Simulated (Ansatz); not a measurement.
## BaTiO3 (Pm-3m): how G0W0 depends on its starting point

How much of the starting functional survives in the G0W0 gap of BaTiO3 (Pm-3m)?

Method: G0W0 on several functionals, plane waves, PAW, in Ansatz 0.2.0.

Most raw output is cut from this account.

In doubt: masses and optical values from hybrid runs of this build are listed as unsure (steps 3, 4), which bears on the screening that GW takes from such a start.

### Step 1. Set-up

The structure is cubic, space group Pm-3m (No. 221). The conventional cell has a = 4.006 Å, b = 4.006 Å, c = 4.006 Å, α = 90.00°, β = 90.00°, γ = 90.00°. Nearest to Ba lie 12 O at 2.83 Å. Ti has 6 O at 2.00 Å nearest. Nearest to O lie 2 Ti at 2.00 Å and 4 Ba at 2.83 Å. Farther neighbours and most contacts between anions are not listed.

The cell and positions come from the Crystallography Open Database and are kept as given unless a step says otherwise. Spin-orbit coupling is left out unless a step names it.

### Step 2. G0W0 on PBE

G0W0 replaces the xc potential by the self-energy, built once from these orbitals. Only a window of levels is corrected, while the sums run over the empty bands that the input names. This step takes hard PAW files.

This step: G0W0 on PBE, plane waves, PAW.

input.yaml

```yaml
crystal:
  lattice:
    - [4.006, 0.0, 0.0]
    - [0.0, 4.006, 0.0]
    - [0.0, 0.0, 4.006]
  atoms:
    - { symbol: Ba, position: [0.5, 0.5, 0.5] }
    - { symbol: Ti, position: [0.0, 0.0, 0.0] }
    - { symbol: O, position: [0.5, 0.0, 0.0] }
    - { symbol: O, position: [0.0, 0.5, 0.0] }
    - { symbol: O, position: [0.0, 0.0, 0.5] }
kpoints:
  mp_grid: { grid: [6, 6, 6] }
hamiltonian:
  xc: pbe
  pseudopotentials: { kind: paw, source: ansatz }
scf:
  occupations: { method: fixed }
gw:
  n_empty_bands: 382
  ecut_chi: 190.0
  qp_bands: [v2, c2]
  qp_kpoints: band_edges
  screening: { model: contour_deformation }
```

Started as:

```console
ansatz run input.yaml --threads 4 --pin off --max-ram 138240MiB --backend cuda --events-out ev --progress --plain --runs-dir out --devices 1 --max-vram 26GiB
```

The job ended after 63 s (1 × NVIDIA H100 80GB HBM3 (shared by 3 runs) with 4 threads of AMD EPYC 7R13 (Zen 3), shared host; peak memory 2.3 GiB).

This step gave:

| Quantity | Value |
| --- | --- |
| bands summed | 402 |
| RPA ε∞ on this mesh (eigenvalues) | 6.488, 6.488, 6.488 |
| plane waves in the screening matrix | 389 |
| q-points in the mesh | 216 |
| G0W0 gap on the mesh | 3.214 eV |
| k of the valence top | -0.5, -0.5, -0.5 |
| k of the conduction bottom | 0, 0, 0 |
| starting gap on the mesh | 1.798 eV |
| Z at the valence top | 0.7050 |
| Z at the conduction bottom | 0.7268 |
| least direct G0W0 gap on the computed points | 3.339 eV |

The gap on the mesh goes from 1.80 eV to 3.21 eV, a correction of +1.42 eV. Between the two edge states, bare exchange in place of the xc potential would open the gap by 12.66 eV, and correlation takes back 11.24 eV.

### Step 3. G0W0 on HSE06

The same correction from a different start measures what one shot leaves open.

This step: G0W0 on HSE06, plane waves, PAW.

Edit input.yaml of step 2 so:

```diff
@@ -14,3 +14,3 @@
 hamiltonian:
-  xc: pbe
+  xc: hse06
   pseudopotentials: { kind: paw, source: ansatz }
```

It took 3 min on 1 × NVIDIA H100 80GB HBM3 (shared by 3 runs) with 4 threads; peak memory 3.3 GiB; 2.7 min of CPU time.

Numbers from this step:

| Item | Value |
| --- | --- |
| bands summed | 402 |
| RPA ε∞ on this mesh (eigenvalues) | 4.703, 4.703, 4.703 |
| plane waves in the screening matrix | 389 |
| q-points in the mesh | 216 |
| G0W0 gap on the mesh | 3.465 eV |
| k of the valence top | -0.5, -0.5, -0.5 |
| k of the conduction bottom | 0, 0, 0 |
| starting gap on the mesh | 3.191 eV |
| Z at the valence top | 0.7527 |
| Z at the conduction bottom | 0.7697 |
| least direct G0W0 gap on the computed points | 3.602 eV |

Against the run with 6×6×6 mesh, 382 empty bands, screening to 190 eV, hard PAW files on PBE, the gap moves by +0.25 eV, while the start moved by +1.39 eV.

### Step 4. G0W0 on PBE0

This step: G0W0 on PBE0, plane waves, PAW.

Edit input.yaml of step 3 so:

```diff
@@ -14,3 +14,3 @@
 hamiltonian:
-  xc: hse06
+  xc: pbe0
   pseudopotentials: { kind: paw, source: ansatz }
```

The job ended after 2.6 min (1 × NVIDIA H100 80GB HBM3 (shared by 3 runs) with 4 threads; peak memory 3.3 GiB; 2.6 min of CPU time).

This step gave:

```yaml
bands_summed: 402
rpa_eps_infinity_on_this_mesh_eigenvalues: 4.364, 4.364, 4.364
plane_waves_in_the_screening_matrix: 389
g0w0_gap_on_the_mesh: 3.733 eV
k_of_the_valence_top: -0.5, -0.5, -0.5
k_of_the_conduction_bottom: 0, 0, 0
starting_gap_on_the_mesh: 3.932 eV
least_direct_g0w0_gap_on_the_computed_points: 3.860 eV
```

Against the run with 6×6×6 mesh, 382 empty bands, screening to 190 eV, hard PAW files on HSE06, the gap moves by +0.27 eV, while the start moved by +0.74 eV.

### Step 5. Side by side

All on the 6×6×6 mesh with 382 empty bands and screening to 190 eV. Times are wall times on 1 × NVIDIA H100 80GB HBM3 (shared by 3 runs) with 4 threads of AMD EPYC 7R13 (Zen 3), shared host. The host was busy with other work, so they are no guide to cost.

| start | starting gap (eV) | shift (eV) | G0W0 gap (eV) | RPA ε∞ (harmonic mean) | Z (valence, conduction) | time |
| --- | --- | --- | --- | --- | --- | --- |
| PBE | 1.80 | +1.42 | 3.21 | 6.49 | 0.71, 0.73 | 63 s |
| HSE06 | 3.19 | +0.27 | 3.47 | 4.70 | 0.75, 0.77 | 3 min |
| PBE0 | 3.93 | −0.20 | 3.73 | 4.36 | 0.77, 0.78 | 2.6 min |

The parts of the quasiparticle energy at the two band edges (eV; QP = start + Σx + Σc − Vxc):

```
  run               edge  start      Σx     Σc     Vxc     Z     QP
  PBE        valence top  10.29  -25.84   4.59  -20.78  0.70   9.82
  PBE  conduction bottom  12.09  -12.66  -6.65  -20.26  0.73  13.03
HSE06        valence top   9.27  -25.92   4.15  -21.89  0.75   9.39
HSE06  conduction bottom  12.46  -12.01  -6.22  -18.64  0.77  12.86
 PBE0        valence top   8.88  -25.92   4.01  -22.30  0.77   9.26
 PBE0  conduction bottom  12.81  -12.00  -6.07  -18.25  0.78  12.99
```

For a hybrid start, Vxc holds its share of exact exchange.

### Step 6. What came out

| Property | Result |
| --- | --- |
| G0W0@PBE | 3.21 eV (start 1.80 eV) |
| G0W0@HSE06 | 3.47 eV (start 3.19 eV) |
| G0W0@PBE0 | 3.73 eV (start 3.93 eV) |
| known limits | not at the basis limit; no spin-orbit coupling |

What this shows: The starting gaps span 2.13 eV and the G0W0 gaps 0.52 eV. Between PBE and PBE0, 0.52 eV of the 2.13 eV survives, 24 %. PBE0 screens less than PBE (ε∞ 4.36 against 6.49). Of the 0.52 eV by which its G0W0 gap is higher, the correlation part gives +1.16 eV, and exchange with the one-particle terms, which follow the orbitals, −0.64 eV. On PBE0 the correction is negative: that start lies above its own G0W0 value. The smallest correction, −0.20 eV, is on PBE0, the start nearest to reproducing itself, though another is as near within the errors. Bands and cutoff are finite, so the gap is not at the basis limit. The miss can reach some tenths of an eV and take either sign; the mesh is an error of its own. This is the ideal cubic cell; many perovskites, halides above all, are cubic only on average, and local tilts or off-centring can widen the gap. The many-body steps are scalar-relativistic: spin-orbit coupling is not in them.

[Paths, hosts, dates, memory and timing lines, banners, echoed tables and standing remarks are left out of the program output.]

[Logs are printed without paths, hosts, clocks, repeated set-up lines and the standing remarks that a program may print on its own settings, such as how far it seeks lower states.]

[Runs of the session that timed out or met a known fault of the program may be left out.]

[Cells called generated may have been cut or substituted from an entry of the Crystallography Open Database or the Materials Project.]

[Hosts, paths, dates, database ids (printed as entryN), source tags and the programs' standing remarks are cut or masked in the printed files.]
